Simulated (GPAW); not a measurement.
**STM contrast on Mg/W(110)**

Wanted: filled- and empty-state images of Mg/W(110), with its work function.

Program: GPAW 26.7.0. Level of theory: GPAW, PAW setups; slab in vacuum, relaxation, in the first sound run; inputs show where later runs differ. Results are calculated unless marked as measured.

## 1. The starting structure

The cell holds 5 atoms: 4 W and 1 Mg. Cell: a = 2.737 Å, b = 2.737 Å, c = 27.465 Å, α = 90.0°, β = 90.0°, γ = 70.5°. Vacuum lies along c.

## 2. Relaxing the atoms

The atoms are relaxed first, since the surface dipole, and with it the work function, follows the positions of the outer layers. The lowest 2 atoms are held at bulk positions and keep their forces.

Contents of run.py:

```python
import json
import numpy as np
from ase import Atoms
from ase.constraints import FixAtoms
from ase.optimize import BFGS
from gpaw import GPAW, PW

slab = Atoms(
    ['W', 'W', 'W', 'W', 'Mg'],
    positions=[
        [0.00000, 0.00000, 9.00000],
        [2.23446, -0.00000, 11.23446],
        [0.00000, 0.00000, 13.46891],
        [2.23446, -0.00000, 15.70337],
        [0.00000, 0.00000, 18.46481]],
    cell=[[2.23446, -1.58, 0.0], [2.23446, 1.58, 0.0], [0.0, 0.0, 27.46481]],
    pbc=[True, True, False])

slab.calc = GPAW(mode=PW(400), xc='PBE', kpts={'size': (12, 12, 1), 'gamma': True},
                 occupations={'name': 'fermi-dirac', 'width': 0.1}, nbands='200%',
                 convergence={'density': 1e-05}, maxiter=200,
                 poissonsolver={'dipolelayer': 'xy'},
                 symmetry={'tolerance': 1e-3, 'extra_ids': [1, 1, 0, 0, 0]}, txt='slab.txt')
result = {}
slab.set_constraint(FixAtoms([0, 1]))
path = []
opt = BFGS(slab, maxstep=0.2)
opt.attach(lambda: path.append((slab.get_potential_energy(), slab.positions.tolist(), slab.get_forces().tolist())))
result['relaxed'] = bool(opt.run(fmax=0.03, steps=40))
result['path'] = path
energy = slab.get_potential_energy()
fermi = slab.calc.get_fermi_level()
v = slab.calc.get_electrostatic_potential().mean((0, 1)) - fermi
n = slab.calc.get_pseudo_density().mean((0, 1))
L = slab.cell[2, 2]
z = np.arange(len(v)) * L / len(v)
low, high = slab.positions[:, 2].min(), slab.positions[:, 2].max()
below, above = np.interp([low - 6.8, high + 6.8], z, v)
slopes = [np.interp(x, z, np.gradient(v, z)) for x in (low - 6.8, high + 6.8)]
eps = np.array([[slab.calc.get_eigenvalues(k, s) for k in range(len(slab.calc.get_ibz_k_points()))]
                for s in range(slab.calc.get_number_of_spins())]) - fermi
top, bottom = eps[eps < 0].max(), eps[eps > 0].min()
dipole = slab.get_dipole_moment()[2]
print(f'energy {energy:.4f} eV, Fermi level {fermi:.4f} eV, dipole {dipole:.5f} e A')
print(f'potential 6.8 A off the faces, from the Fermi level: lower {below:.4f} eV, upper {above:.4f} eV')
print(f'slope of the potential there: lower {slopes[0]:.5f}, upper {slopes[1]:.5f} eV/A')
print(f'nearest levels on the mesh: {top:.4f} and {bottom:.4f} eV')
print('magnetic moment', round(slab.get_magnetic_moment(), 3))
result.update(energy=energy, fermi=fermi, dipole=dipole, below=below, above=above, slopes=slopes, edges=[top, bottom],
              z=z.tolist(), v=v.tolist(), n=n.tolist(), positions=slab.positions.tolist(),
              forces=slab.get_forces(apply_constraint=False).tolist(), moments=slab.get_magnetic_moments().tolist())
json.dump(result, open('result.json', 'w'))
```

Run with:

```
$ OMP_NUM_THREADS=1 OPENBLAS_NUM_THREADS=1 python run.py
```

Log:

```text
Step          Energy          fmax
BFGS:    0      -45.423459        0.692237
BFGS:    1      -45.437096        0.675545
BFGS:    2      -45.523332        0.679047
BFGS:    3      -45.541856        0.278330
BFGS:    4      -45.544566        0.205485
BFGS:    5      -45.546579        0.216825
BFGS:    6      -45.550782        0.221985
BFGS:    7      -45.557489        0.297185
BFGS:    8      -45.564407        0.355033
BFGS:    9      -45.568396        0.265235
BFGS:   10      -45.569958        0.117614
BFGS:   11      -45.570415        0.041960
BFGS:   12      -45.570492        0.006336
energy -45.5274 eV, Fermi level 2.7001 eV, dipole 0.03414 e A
potential 6.8 A off the faces, from the Fermi level: lower 4.8783 eV, upper 4.0066 eV
slope of the potential there: lower -0.00006, upper 0.00004 eV/A
nearest levels on the mesh: -0.0349 and 0.0049 eV
magnetic moment 0.0
```

The job ended after 63 min (1 thread of Arm Neoverse V1, shared host; peak memory 0.36 GiB).

Relaxation path:

```csv
step,energy less that of the first step (eV),largest force (eV/Å)
1,0.0000,0.6922
2,-0.0138,0.6755
3,-0.1037,0.6790
4,-0.1211,0.2783
5,-0.1241,0.2055
6,-0.1264,0.2168
7,-0.1309,0.2220
8,-0.1380,0.2972
9,-0.1450,0.3550
10,-0.1490,0.2652
11,-0.1504,0.1176
12,-0.1509,0.0420
13,-0.1510,0.0063
```

The atoms that moved most (Å):

```csv
atom,dx,dy,dz,length
Mg5,0.000,0.000,-0.312,0.312
W3,0.000,0.000,0.032,0.032
W4,0.000,0.000,0.027,0.027
```

The relaxed structure:

```cif
data_structure
_symmetry_space_group_name_H-M 'P 1'
_symmetry_Int_Tables_number 1
_cell_length_a 2.7366
_cell_length_b 2.7366
_cell_length_c 27.4648
_cell_angle_alpha 90.000
_cell_angle_beta 90.000
_cell_angle_gamma 70.529
_cell_volume 193.93
loop_
_atom_site_label
_atom_site_type_symbol
_atom_site_fract_x
_atom_site_fract_y
_atom_site_fract_z
_atom_site_occupancy
W1 W 0.00000 0.00000 0.32769 1
W2 W 0.50000 0.50000 0.40905 1
W3 W 0.00000 0.00000 0.49156 1
W4 W 0.50000 0.50000 0.57275 1
Mg5 Mg 0.00000 0.00000 0.66096 1
```

Numbers from this step:

| Quantity | Value |
| --- | --- |
| dipole along the normal | 0.03414 e·Å |
| levels nearest the Fermi level on the mesh | -0.03494, 0.004940 eV from the Fermi level |
| upper work function | 4.007 eV |
| lower work function | 4.878 eV |

The electrostatic potential energy of an electron (without an applied field's), less the Fermi level, planar mean oscillates, so the rows of the table below give means over windows of 2.25 Å about each position, cut where the curve ends. Its maxima inside the range that stand out by 2 % of the span (Å: eV): 10.1: -2.75, 12.3: -2.58, 14.6: -2.68, 17.1: -0.123. Its minima: 9.0: -29.3, 11.3: -29.7, 13.5: -29.7, 15.8: -29.1, 18.1: -12.8.

Table of electrostatic potential energy of an electron (without an applied field's), less the Fermi level, planar mean by z; means over each step:

```csv
z (Å),"electrostatic potential energy of an electron (without an applied field's), less the Fermi level, planar mean (eV)"
1.12,4.84
3.38,4.88
5.62,4.82
7.88,-5.31
10.12,-14.7
12.38,-14.4
14.62,-14.6
16.88,-8.64
19.12,-2.65
21.38,3.92
23.62,4.01
25.88,4.01
```

The pseudo valence density, planar mean oscillates, so the rows of the table below give means over windows of 2.25 Å about each position, cut where the curve ends. Its maxima inside the range that stand out by 2 % of the span (Å: e/Å³): 9.0: 1.86, 11.2: 1.81, 13.5: 1.85, 15.7: 1.83, 18.2: 1.85. Its minima: 10.1: 0.356, 12.4: 0.342, 14.6: 0.357, 17.4: 0.170.

The pseudo valence density, planar mean by z; means over each step:

z (Å), pseudo valence density, planar mean (e/Å³) and a bar:
```
     3.38       0.00 
     5.62       0.00 
     7.88       0.44 ###############
    10.12       0.89 ##############################
    12.38       0.87 #############################
    14.62       0.89 ##############################
    16.88       0.63 #####################
    19.12       0.42 ##############
    21.38       0.00 
    23.62       0.00
```

The relaxation lowered the energy of the cell by 0.151 eV (energies extrapolated to zero smearing; the optimiser's log prints free energies). The largest force left on a free atom is 0.0063 eV/Å.

## 3. Plane waves, PBE

The work function is the vacuum plateau of the electrostatic potential less the Fermi level; a dipole layer lets the two faces have plateaus of their own.

This step: GPAW, PAW setups; slab in vacuum (GPAW 26.7.0).

run.py: that of step 2 with these lines changed.

```diff
@@ -3,4 +3,3 @@
 from ase import Atoms
-from ase.constraints import FixAtoms
-from ase.optimize import BFGS
+from ase.dft.stm import STM
 from gpaw import GPAW, PW
@@ -12,5 +11,5 @@
         [2.23446, -0.00000, 11.23446],
-        [0.00000, 0.00000, 13.46891],
-        [2.23446, -0.00000, 15.70337],
-        [0.00000, 0.00000, 18.46481]],
+        [0.00000, 0.00000, 13.50065],
+        [2.23446, -0.00000, 15.73055],
+        [0.00000, 0.00000, 18.15307]],
     cell=[[2.23446, -1.58, 0.0], [2.23446, 1.58, 0.0], [0.0, 0.0, 27.46481]],
@@ -22,10 +21,4 @@
                  poissonsolver={'dipolelayer': 'xy'},
-                 symmetry={'tolerance': 1e-3, 'extra_ids': [1, 1, 0, 0, 0]}, txt='slab.txt')
+                 symmetry={'tolerance': 1e-3}, txt='slab.txt')
 result = {}
-slab.set_constraint(FixAtoms([0, 1]))
-path = []
-opt = BFGS(slab, maxstep=0.2)
-opt.attach(lambda: path.append((slab.get_potential_energy(), slab.positions.tolist(), slab.get_forces().tolist())))
-result['relaxed'] = bool(opt.run(fmax=0.03, steps=40))
-result['path'] = path
 energy = slab.get_potential_energy()
@@ -51,2 +44,16 @@
               forces=slab.get_forces(apply_constraint=False).tolist(), moments=slab.get_magnetic_moments().tolist())
+
+# Images need the states of the whole zone, up to time reversal
+slab.calc = slab.calc.fixed_density(symmetry={'point_group': False}, txt='states.txt', nbands='260%',
+                                    convergence={'bands': 'CBM+0.8'})
+stm = STM(slab)
+result['stm'] = []
+for bias in [-0.5, 0.5]:
+    height = high + 3.0
+    current = stm.get_averaged_current(bias, height)
+    x, y, h = stm.scan(bias, current)
+    i, f = divmod(height / L * stm.ldos.shape[2], 1)
+    I = abs((1 - f) * stm.ldos[:, :, int(i)] + f * stm.ldos[:, :, int(i) + 1])
+    print(f'bias {bias} V: mean current at 3.0 A {current:.4e}, corrugation {np.ptp(h):.4f} A')
+    result['stm'].append(dict(bias=bias, current=current, h=(h - high).tolist(), I=I.tolist()))
 json.dump(result, open('result.json', 'w'))
```

Log:

```text
energy -45.5274 eV, Fermi level 2.7000 eV, dipole 0.03412 e A
potential 6.8 A off the faces, from the Fermi level: lower 4.8783 eV, upper 4.0069 eV
slope of the potential there: lower -0.00006, upper 0.00004 eV/A
nearest levels on the mesh: -0.0350 and 0.0049 eV
magnetic moment 0.0
bias -0.5 V: mean current at 3.0 A 1.8760e-04, corrugation 0.0053 A
bias 0.5 V: mean current at 3.0 A 3.0408e-04, corrugation 0.0212 A
```

Run time: 9.8 min. Hardware: 1 thread; peak memory 0.83 GiB.

This step gave:

```yaml
dipole_along_the_normal: 0.03412 e·Å
levels_nearest_the_fermi_level_on_the_mesh: -0.03496, 0.004928 eV from the Fermi level
corrugation_minus_0p5: 0.005319 Å
corrugation_0p5: 0.02121 Å
```

The electrostatic potential energy of an electron (without an applied field's), less the Fermi level, planar mean oscillates, so the rows of the table below give means over windows of 2.25 Å about each position, cut where the curve ends. Its maxima inside the range that stand out by 2 % of the span (Å: eV): 10.1: -2.75, 12.3: -2.58, 14.6: -2.68, 17.1: -0.123. Its minima: 9.0: -29.3, 11.3: -29.7, 13.5: -29.7, 15.8: -29.1, 18.1: -12.8.

The electrostatic potential energy of an electron (without an applied field's), less the Fermi level, planar mean by z; means over each step:

z (Å), electrostatic potential energy of an electron (without an applied field's), less the Fermi level, planar mean (eV) and a bar from the least value:
```
     1.12        4.8 ##############################
     3.38        4.9 ##############################
     5.62        4.8 ##############################
     7.88       -5.3 ##############
    10.12      -14.7 
    12.38      -14.4 
    14.62      -14.6 
    16.88       -8.6 #########
    19.12       -2.6 ##################
    21.38        3.9 #############################
    23.62        4.0 #############################
    25.88        4.0 #############################
```

The pseudo valence density, planar mean oscillates, so the rows of the table below give means over windows of 2.25 Å about each position, cut where the curve ends. Its maxima inside the range that stand out by 2 % of the span (Å: e/Å³): 9.0: 1.86, 11.2: 1.81, 13.5: 1.85, 15.7: 1.83, 18.2: 1.85. Its minima: 10.1: 0.356, 12.4: 0.342, 14.6: 0.357, 17.4: 0.170.

Table of pseudo valence density, planar mean by z; means over each step:

```csv
z (Å),"pseudo valence density, planar mean (e/Å³)"
3.38,7.7e-6
5.62,0.00203
7.88,0.440
10.12,0.891
12.38,0.870
14.62,0.895
16.88,0.629
19.12,0.425
21.38,0.00243
23.62,1.5e-5
```

The tip height over the top atom is 3.00 Å all over the map of a1 and a2.

Local density of states summed over the bias window over a1 and a2. Sample bias -0.5 V, constant height 3.0 Å over the top atom.

Ten even steps from '_' (1.87 × 1e-4 arbitrary) to '@' (1.89 × 1e-4 arbitrary):
```
@@@@@@##**++==--==++**####%%
@@@@##++++++------==++++**##
%%##++--::----....--====++##
##**++::..........::--==++**
++++++--..____..::::::--==++
====----..______..::....--==
------......______......----
====--....::..______..----==
++++==--::::::..____..--++++
##**++==--::..........::++**
%%##++====--....----::--++##
@@##**++++==------++++++##@@
@@%%####**++==--==++**##@@@@
@@@@@@%%##++==--==++##%%@@@@
```
Columns: a1 from 0 to 0.929; rows upwards: a2 from 0 to 0.929.

Tip height over the top atom over a1 and a2. Sample bias 0.5 V, constant current at the mean current 3.0 Å over the top atom.

Ten even steps from '_' (2.990 Å) to '@' (3.011 Å):
```
@@@@%%##**++======++**##%%@@
@@%%%%##**==------==++**##%%
######**==--::::::--==++**##
******==--::......::--==++**
++++==--::....____..::--==++
====--::....________..::--==
====--::..__________..::--==
====--::..________....::--==
++++==--::..____....::--==++
****++==--::......::--==****
####**++==--::::::--==**####
@@%%##**++==------==**##%%%%
@@@@%%##**++======++**##%%@@
@@@@@@##**++======++**##@@@@
```
Columns: a1 from 0 to 0.929; rows upwards: a2 from 0 to 0.929.

Local density of states summed over the bias window over a1 and a2. Sample bias 0.5 V, constant height 3.0 Å over the top atom.

Ten even steps from '0' (2.98 × 1e-4 arbitrary) to '9' (3.11 × 1e-4 arbitrary):
```
99876543445789
88765433345678
77654322234567
66543211123455
55432110012344
44321100001234
43321000001233
44321000011234
54432100112345
65543211123456
77654322234567
88765433345678
99875443456789
99876544456789
```
Columns: a1 from 0 to 0.929; rows upwards: a2 from 0 to 0.929.

Force by atom:

```csv
atom,x (eV/Å),y (eV/Å),z (eV/Å),size
W1,0.000,0.000,0.374,0.374
W2,0.000,0.000,-0.376,0.376
W3,0.000,0.000,0.002,0.002
W4,0.000,0.000,0.006,0.006
Mg5,0.000,0.000,-0.006,0.006
```

The potential is flat to 5.6e-5 eV/Å where it is read, so the vacuum is wide enough.

## 4. A changed run

One more run, with changed settings.

run.py: that of step 3 with these lines changed.

```diff
@@ -3,4 +3,4 @@
 from ase import Atoms
-from ase.dft.stm import STM
 from gpaw import GPAW, PW
+from gpaw.external import ConstantElectricField
 
@@ -19,4 +19,5 @@
                  occupations={'name': 'fermi-dirac', 'width': 0.1}, nbands='200%',
-                 convergence={'density': 1e-05}, maxiter=200,
+                 convergence={'density': 1e-05}, maxiter=75,
                  poissonsolver={'dipolelayer': 'xy'},
+                 external=ConstantElectricField(1.5, [0, 0, 1]),
                  symmetry={'tolerance': 1e-3}, txt='slab.txt')
@@ -44,16 +45,2 @@
               forces=slab.get_forces(apply_constraint=False).tolist(), moments=slab.get_magnetic_moments().tolist())
-
-# Images need the states of the whole zone, up to time reversal
-slab.calc = slab.calc.fixed_density(symmetry={'point_group': False}, txt='states.txt', nbands='260%',
-                                    convergence={'bands': 'CBM+0.8'})
-stm = STM(slab)
-result['stm'] = []
-for bias in [-0.5, 0.5]:
-    height = high + 3.0
-    current = stm.get_averaged_current(bias, height)
-    x, y, h = stm.scan(bias, current)
-    i, f = divmod(height / L * stm.ldos.shape[2], 1)
-    I = abs((1 - f) * stm.ldos[:, :, int(i)] + f * stm.ldos[:, :, int(i) + 1])
-    print(f'bias {bias} V: mean current at 3.0 A {current:.4e}, corrugation {np.ptp(h):.4f} A')
-    result['stm'].append(dict(bias=bias, current=current, h=(h - high).tolist(), I=I.tolist()))
 json.dump(result, open('result.json', 'w'))
```

Log:

```text
energy -46.1890 eV, Fermi level 1.8000 eV, dipole 0.94948 e A
potential 6.8 A off the faces, from the Fermi level: lower 18.6262 eV, upper -5.1962 eV
slope of the potential there: lower -0.56029, upper 0.01634 eV/A
nearest levels on the mesh: -0.0641 and 0.0038 eV
magnetic moment 0.0
```

The job ended after 11 min (1 thread; peak memory 0.56 GiB).

The run finished. A setting was moved off its sound value on purpose, so it serves as a test and not as the result.

The fault put into the input: a field far too strong (field = 1.5).

The two runs compared:

```csv
quantity,this run,sound run,difference
dipole along the normal (e·Å),0.94948,0.034123,0.915
```

The two runs differ clearly in the dipole along the normal: 0.949 e·Å against 0.0341 e·Å.

## 5. Results

- work function, upper and lower face: 4.007 and 4.878 eV
- dipole along the normal: 0.0341 e Å
- corrugation at -0.5 V: 0.00532 Å
- corrugation at 0.5 V: 0.0212 Å

In words: In GPAW's constant-current maps the tip height varies by under 0.05 Å at every bias shown (0.021 Å at most), which is near the numerical ripple of the maps: an s-wave tip would see an almost flat surface. Negative sample bias images filled states, positive bias empty ones. The two faces differ by 0.87 eV, the step that the slab's dipole makes (e p/(ε0 A) gives 0.87 eV), so the dipole layer is needed. The images are of Tersoff-Hamann type: an s-wave tip, no tip-sample forces, heights closer than in a microscope. The cell of 7.06 Å² holds one Mg, started on one chosen site; other sites and coverages weren't tried. The in-plane lattice was kept as typed, which isn't the functional's own and leaves some strain; spin-orbit coupling and temperature are left out.

[Logs are printed without paths, hosts, clocks, repeated set-up lines and the standing remarks that a program may print on its own settings, such as how far it seeks lower states.]

[Hosts, paths, dates, database ids (printed as entryN), source tags and the programs' standing remarks are cut or masked in the printed files.]
